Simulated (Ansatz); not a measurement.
## TiO2 (Pbcn): the host for defect calculations

Aim: the runs on the perfect crystal TiO2 (Pbcn) that a defect calculation needs first.

Main program and level: Ansatz 0.2.0; plane-wave PAW DFT, LDA; relaxation of the host's cell and atoms, in the first sound run; inputs show where later runs differ.

Most raw output is cut from this account.

### 1. Starting point

The structure is orthorhombic, space group Pbcn (No. 60). Conventional cell: a = 4.545 Å, b = 5.520 Å, c = 4.909 Å, α = 90.00°, β = 90.00°, γ = 90.00°. Nearest to Ti lie 6 O at 1.88 to 2.09 Å. Nearest to O lie 3 Ti at 1.88 to 2.09 Å. Farther neighbours and most contacts between anions are not listed.

### 2. Host cell relaxation

Lattice and positions are set free, within the symmetry that the program keeps.

cell/input.yaml reads:

```yaml
crystal:
  lattice:
    - [4.5453496, 0.0, 0.0]
    - [0.0, 5.5196194, 0.0]
    - [0.0, 0.0, 4.9091969]
  atoms:
    - { symbol: Ti, position: [0.5, 0.67299093, 0.75] }
    - { symbol: Ti, position: [0.0, 0.82700907, 0.25] }
    - { symbol: Ti, position: [0.5, 0.32700907, 0.25] }
    - { symbol: Ti, position: [0.0, 0.17299093, 0.75] }
    - { symbol: O, position: [0.72854938, 0.61827536, 0.08135092] }
    - { symbol: O, position: [0.22854938, 0.88172464, 0.91864908] }
    - { symbol: O, position: [0.77145062, 0.88172464, 0.58135092] }
    - { symbol: O, position: [0.27145062, 0.61827536, 0.41864908] }
    - { symbol: O, position: [0.72854938, 0.38172464, 0.58135092] }
    - { symbol: O, position: [0.22854938, 0.11827536, 0.41864908] }
    - { symbol: O, position: [0.77145062, 0.11827536, 0.08135092] }
    - { symbol: O, position: [0.27145062, 0.38172464, 0.91864908] }
basis:
  ecutwfc: 420
  xc_grid: 2
hamiltonian:
  xc: lda
kpoints:
  mp_grid: { grid: [6, 5, 6] }
scf:
  occupations: { method: fixed }
  max_iter: 100
relax:
  f_tol: 0.005
  max_steps: 60
  cell: {}
output:
  forces: true
  stress: true
checkpoint:
  write: "../cell.run"
  compress: false
  write_wavefunctions: false
  write_every: 100000
```

Launch:

```sh
> ansatz run input.yaml --threads 8 --pin off --max-ram 15073MiB --backend cpu --events-out ev --progress --plain --runs-dir out
```

Wall time 23 s (8 threads of AMD EPYC 7R43, shared host); peak memory 0.79 GiB.

The steps of the relaxation:

```
step  energy less that of the first step (eV)  largest force component (eV/Å)  pressure (GPa)  volume (Å³)
   1                                   0.0000                          0.1316           -9.44       123.16
   2                                  -0.1527                          0.0509           -2.33       119.63
   3                                  -0.1676                          0.0202            0.11       118.56
   4                                  -0.1673                          0.0171            0.00       118.62
   5                                  -0.1671                          0.0085            0.00       118.65
   6                                  -0.1672                          0.0023           -0.01       118.65
   7                                  -0.1424                          0.0023           -0.37       118.65
   8                                  -0.1437                          0.0006            0.00       118.47
  9*                                  -0.1426                          0.0006           -0.01       118.47
```

Relaxation steps marked * repeat the geometry before them on a plane-wave basis chosen anew for their cell, so energy and pressure can jump there. The log counts 2 steps on a newly chosen plane-wave basis, not all of them marked here; energy and pressure can jump at such steps.

The run keeps the 8 symmetry operations that it works with, so distortions that break them were not tested.

```csv
"conventional cell, symmetrised",before,after,change
a (Å),4.545,4.499,-1.0 %
b (Å),5.520,5.440,-1.4 %
c (Å),4.909,4.841,-1.4 %
volume (Å³/atom),10.26,9.87,-3.8 %
```

Numbers from this step:

| Property | Result |
| --- | --- |
| pressure | -0.01157 GPa |

The relaxation ends with a largest force component of 6.3e-4 eV/Å and a pressure of -0.01 GPa.

### 3. Defect free supercell on its symmetric sites

This cell, the one that will hold the defects, is built from the relaxed host. It is run at the k-points of the defect runs; forces that show here come from the change of settings, chiefly the coarser sampling.

This step: plane-wave PAW DFT, LDA; single point of the defect-free supercell (Ansatz 0.2.0).

System of this step: TiO2. The cell holds 96 atoms: 32 Ti and 64 O. Cell: a = 8.997 Å, b = 10.880 Å, c = 9.682 Å, α = 90.0°, β = 90.0°, γ = 90.0°.

pristine.point/input.yaml reads:

```yaml
crystal:
  lattice:
    - [8.9973826295, 0.0, 0.0]
    - [0.0, 10.8797391558, 0.0]
    - [0.0, 0.0, 9.6821565883]
  atoms:
    - { symbol: Ti, position: [0.25, 0.3370087138, 0.375] }
    - { symbol: Ti, position: [0.0, 0.4129912862, 0.125] }
    - { symbol: Ti, position: [0.25, 0.1629912862, 0.125] }
    - { symbol: Ti, position: [0.0, 0.0870087138, 0.375] }
    - { symbol: O, position: [0.3642096934, 0.308848232, 0.0407120906] }
    - { symbol: O, position: [0.1142096934, 0.441151768, 0.4592879094] }
    - { symbol: O, position: [0.3857903066, 0.441151768, 0.2907120906] }
    - { symbol: O, position: [0.1357903066, 0.308848232, 0.2092879094] }
    - { symbol: O, position: [0.3642096934, 0.191151768, 0.2907120906] }
    - { symbol: O, position: [0.1142096934, 0.058848232, 0.2092879094] }
    - { symbol: O, position: [0.3857903066, 0.058848232, 0.0407120906] }
    - { symbol: O, position: [0.1357903066, 0.191151768, 0.4592879094] }
    - { symbol: Ti, position: [0.25, 0.3370087138, 0.875] }
    - { symbol: Ti, position: [0.0, 0.4129912862, 0.625] }
    - { symbol: Ti, position: [0.25, 0.1629912862, 0.625] }
    - { symbol: Ti, position: [0.0, 0.0870087138, 0.875] }
    - { symbol: O, position: [0.3642096934, 0.308848232, 0.5407120906] }
    - { symbol: O, position: [0.1142096934, 0.441151768, 0.9592879094] }
    - { symbol: O, position: [0.3857903066, 0.441151768, 0.7907120906] }
    - { symbol: O, position: [0.1357903066, 0.308848232, 0.7092879094] }
    - { symbol: O, position: [0.3642096934, 0.191151768, 0.7907120906] }
    - { symbol: O, position: [0.1142096934, 0.058848232, 0.7092879094] }
    - { symbol: O, position: [0.3857903066, 0.058848232, 0.5407120906] }
    - { symbol: O, position: [0.1357903066, 0.191151768, 0.9592879094] }
    - { symbol: Ti, position: [0.25, 0.8370087138, 0.375] }
    - { symbol: Ti, position: [0.0, 0.9129912862, 0.125] }
    - { symbol: Ti, position: [0.25, 0.6629912862, 0.125] }
    - { symbol: Ti, position: [0.0, 0.5870087138, 0.375] }
    - { symbol: O, position: [0.3642096934, 0.808848232, 0.0407120906] }
    - { symbol: O, position: [0.1142096934, 0.941151768, 0.4592879094] }
[... 60 atom lines left out ...]
    - { symbol: O, position: [0.8857903066, 0.941151768, 0.7907120906] }
    - { symbol: O, position: [0.6357903066, 0.808848232, 0.7092879094] }
    - { symbol: O, position: [0.8642096934, 0.691151768, 0.7907120906] }
    - { symbol: O, position: [0.6142096934, 0.558848232, 0.7092879094] }
    - { symbol: O, position: [0.8857903066, 0.558848232, 0.5407120906] }
    - { symbol: O, position: [0.6357903066, 0.691151768, 0.9592879094] }
basis:
  ecutwfc: 420
  xc_grid: 2
hamiltonian:
  xc: lda
kpoints:
  mp_grid: { grid: [1, 1, 1], shift: [0.25, 0.25, 0.25] }
scf:
  occupations: { method: fermi_dirac, width: 0.01 }
  max_iter: 80
output:
  forces: true
```

Elapsed: 7.4 s, on 8 threads; peak memory 2.3 GiB; 43 s of CPU time.

### 4. Defect free supercell relaxed from displaced atoms

This step: plane-wave PAW DFT, LDA; relaxation of the defect-free supercell from random displacements, a test of the host's stability (Ansatz 0.2.0).

pristine.rattled/input.yaml, as its differences from pristine.point/input.yaml of step 3:

```diff
@@ -55 +55,5 @@
   forces: true
+relax:
+  f_tol: 0.01
+  max_steps: 120
+  random_displacement: { amplitude: 0.08, seed: 6707 }
```

Wall time 84 s (8 threads); peak memory 2.4 GiB; 8.5 min of CPU time.

The steps of the relaxation:

```
step  energy less that of the first step (eV)  largest force component (eV/Å)
   1                                   0.0000                          2.7713
   2                                  -3.7238                          1.4567
   3                                  -5.0659                          0.1165
   4                                  -5.0795                          0.0249
   5                                  -5.0810                          0.0088
```

The relaxation ends 53 meV an atom lower than the displaced start, with a largest force component of 0.0088 eV/Å.

### 5. Outcome

| Item | Value |
| --- | --- |
| primitive cell vectors, lengths | 4.499, 5.440, 4.841 Å |
| symmetric supercell less the displaced and relaxed one | 0.001 eV |

**Reading.** Step 2: The cell shrank by 3.8 % in volume. Step 2: First to last step the energy falls by 0.143 eV, across changes of basis; the largest move, 0.006 Å, is that of Ti4 and 3 other atoms alike. Step 4: The energy fell by 5.081 eV from the randomly displaced start; the atoms end within 0.005 Å of the sites as typed, once the mean shift is taken out. The displaced cell ends within 0.01 eV of the symmetric one, so no lower structure shows in this supercell. All at zero temperature.

[Logs are printed without paths, hosts, clocks, repeated set-up lines and the standing remarks that a program may print on its own settings, such as how far it seeks lower states.]

[Hosts, paths, dates, database ids (printed as entryN), source tags and the programs' standing remarks are cut or masked in the printed files.]

[Runs of the host that timed out are not shown.]

[For some hosts the program warned that the k-mesh of the response run may be too coarse for force constants and the static dielectric constant; such warnings are not always shown.]
